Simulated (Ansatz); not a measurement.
Two G0W0 runs on MoSeTe/WSe2 (van der Waals superlattice) (P3m1).

The structure was built from a prototype and need not be the compound's stable phase.

It takes space group P3m1 (No. 156, trigonal). The conventional cell has a = 3.279 Å, b = 3.279 Å, c = 12.644 Å, α = 90.00°, β = 90.00°, γ = 120.00°. Nearest to Mo lie 3 Se at 2.50 Å and 3 Te at 2.68 Å. Nearest to Se lie 3 Mo at 2.50 Å. Nearest to Te lie 3 Mo at 2.68 Å. Nearest to W lie 6 Se at 2.52 Å. Nearest to Se lie 3 W at 2.52 Å. Nearest to Se lie 3 W at 2.52 Å. Farther neighbours and most contacts between anions are not listed.

```xyz
6
Lattice="3.2787 0.0000 0.0000 -1.6394 2.8394 0.0000 0.0000 0.0000 12.6439" Properties=species:S:1:pos:R:3 pbc="T T T"
Mo    0.0000    1.8930    3.3362
Se    1.6394    0.9465    4.9708
Te    1.6394    0.9465    1.4415
W     1.6394    0.9465    9.4623
Se    0.0000    1.8930   11.1245
Se    0.0000    1.8930    7.7973
```

The structure was relaxed with PBEsol-D3(BJ). The runs that relaxed it are not among those shown. Spin-orbit coupling is left out unless a run names it.

The first (Ansatz 0.2.0; start PBEsol, 6×6×2 mesh, 491 empty bands, screening to 150 eV, PAW set soft_1 files; 1 × NVIDIA H100 80GB HBM3 (shared by 6 runs) with 3 threads of AMD EPYC 7R13 (Zen 3), shared host) gave, on its mesh: starting gap 0.53 eV, G0W0 gap 0.86 eV, RPA ε∞ (mean) 15.63, 81 s.

Question: The second changes empty bands from 491 to 124 and screening cutoff (eV) from 150.0 to 60. What does it give?

It gave: starting gap 0.53 eV, G0W0 gap 0.76 eV, RPA ε∞ (mean) 16.05, 24 s. The G0W0 gap moves by −0.10 eV, +0.00 eV from the start and −0.10 eV from the correction. Σc changes by +0.54 eV at the valence top and +0.44 eV at the conduction bottom, and Σx − Vxc between them by +0.00 eV.

Limits: not at the basis limit; no spin-orbit coupling; coarse k mesh.

[Paths, hosts, dates, memory and timing lines, banners, echoed tables and standing remarks are left out of the program output.]

[Logs are printed without paths, hosts, clocks, repeated set-up lines and the standing remarks that a program may print on its own settings, such as how far it seeks lower states.]

[Runs of the session that timed out or met a known fault of the program may be left out.]

[Cells called generated may have been cut or substituted from an entry of the Crystallography Open Database or the Materials Project.]

[Hosts, paths, dates, database ids (printed as entryN), source tags and the programs' standing remarks are cut or masked in the printed files.]
